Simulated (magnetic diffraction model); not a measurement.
# Magnetic neutron pattern of Tb6CuAu7

Space group R-3 (no. 148), a = 13.3500 Å, c = 5.9680 Å.

```
site  atom       x       y       z
  3a    Au       0       0       0
 18f    Au  0.8790  0.6071  0.0481
 18f    Tb  0.1191  0.6219  0.9072
  3b    Cu       0       0     1/2
```

The compound is invented for this exercise: a known structure type with other elements, its cell scaled to their sizes and not relaxed.

Only Tb is taken to order (form factors of Tb3+); orders and moment sizes are assumed, and not adapted to the symmetry. Radiation: neutrons of λ = 1.8 Å, 3° to 45°; isotropic B of 0.17 Å² (Au), 0.2 Å² (Tb) and 0.23 Å² (Cu). The intensities are simulated: I ∝ L Σ (|F_N|² + |F_M⊥|²) for unpolarised neutrons, with F_M = 2.695 fm/μB × Σ f(s) S exp(2πi Q·r) exp(−B s²) at Q = H ± k (one set where k and −k are equivalent), only the part normal to Q counting and L = 1/(sin²θ cos θ). For a modulated order the moment at position r is S exp(−2πi k·r) + c.c., with S = m/2 for a sine wave of amplitude m and S = m(u + iv)/2 for moments turning in a plane, u and v being orthogonal unit vectors in it; the phase factor of the sum at Q = H + k is then exp(2πi H·r). Form factors are spin-only for 3d ions and dipole or tabulated for f ions, scattering lengths are Sears's of 1992, and absorption is left out. A label names one of the reflections at its angle. The strongest nuclear line in the range is 100, and lines under 0.2 are left out.

Assume the order k = (0 0 1/4), a sine wave with moments along [010] (amplitudes given), 7.1 μB on Tb; signs + at (0.1191, 0.6219, 0.9072), + at (0.0448, 0.8305, 0.2405), − at (0.8361, 0.5476, 0.5739), + at (0.5476, 0.7114, 0.4261), − at (0.6219, 0.5028, 0.0928), − at (0.8305, 0.7858, 0.7595).

Predict the pattern, nuclear and magnetic parts apart.

```csv
2θ (°),index,nuclear,magnetic
15.78,(1 0 3/4),0.0,56.4
16.10,(1 1 1/4),0.0,58.5
22.19,(0 2 3/4),0.0,16.2
23.54,(1 0 5/4),0.0,25.2
25.04,(0 2 1),0.7,0.0
27.01,(3 0 0),0.5,0.0
27.18,(2 1 3/4),0.0,6.2
27.37,(3 0 1/4),0.0,11.9
28.30,(0 2 5/4),0.0,10.6
31.29,(2 2 0),0.6,0.0
31.60,(2 2 1/4),0.0,7.2
31.94,(0 1 7/4),0.0,4.8
32.42,(2 1 5/4),0.0,5.2
35.23,(1 3 3/4),0.0,10.7
35.69,(2 0 7/4),0.0,8.4
36.30,(0 1 2),6.9,0.0
37.16,(1 3 1),23.8,0.0
38.69,(4 0 3/4),0.0,5.3
39.12,(1 2 7/4),0.0,9.2
39.52,(1 3 5/4),0.0,8.7
39.68,(2 0 2),11.3,0.0
40.48,(4 0 1),6.3,0.0
40.74,(0 1 9/4),0.0,2.8
41.80,(4 1 0),100.0,0.0
41.91,(3 2 3/4),0.0,4.5
42.04,(1 4 1/4),0.0,10.1
42.69,(4 0 5/4),0.0,4.5
42.84,(1 2 2),78.1,0.0
43.59,(3 2 1),12.0,0.0
43.84,(2 0 9/4),0.0,5.4
```

The strongest magnetic line in the range is (1 1 1/4) at 16.10° (58.5). On top of the Lorentz factor, which all lines share, magnetic lines fade with angle because f falls: for Tb3+ it is 0.95, 0.82, 0.66 and 0.36 at sin θ/λ = 0.1, 0.2, 0.3 and 0.5 Å⁻¹, while nuclear lengths stay constant. The order has no net moment.

[Logs are printed without paths, hosts, clocks, repeated set-up lines and the standing remarks that a program may print on its own settings, such as how far it seeks lower states.]
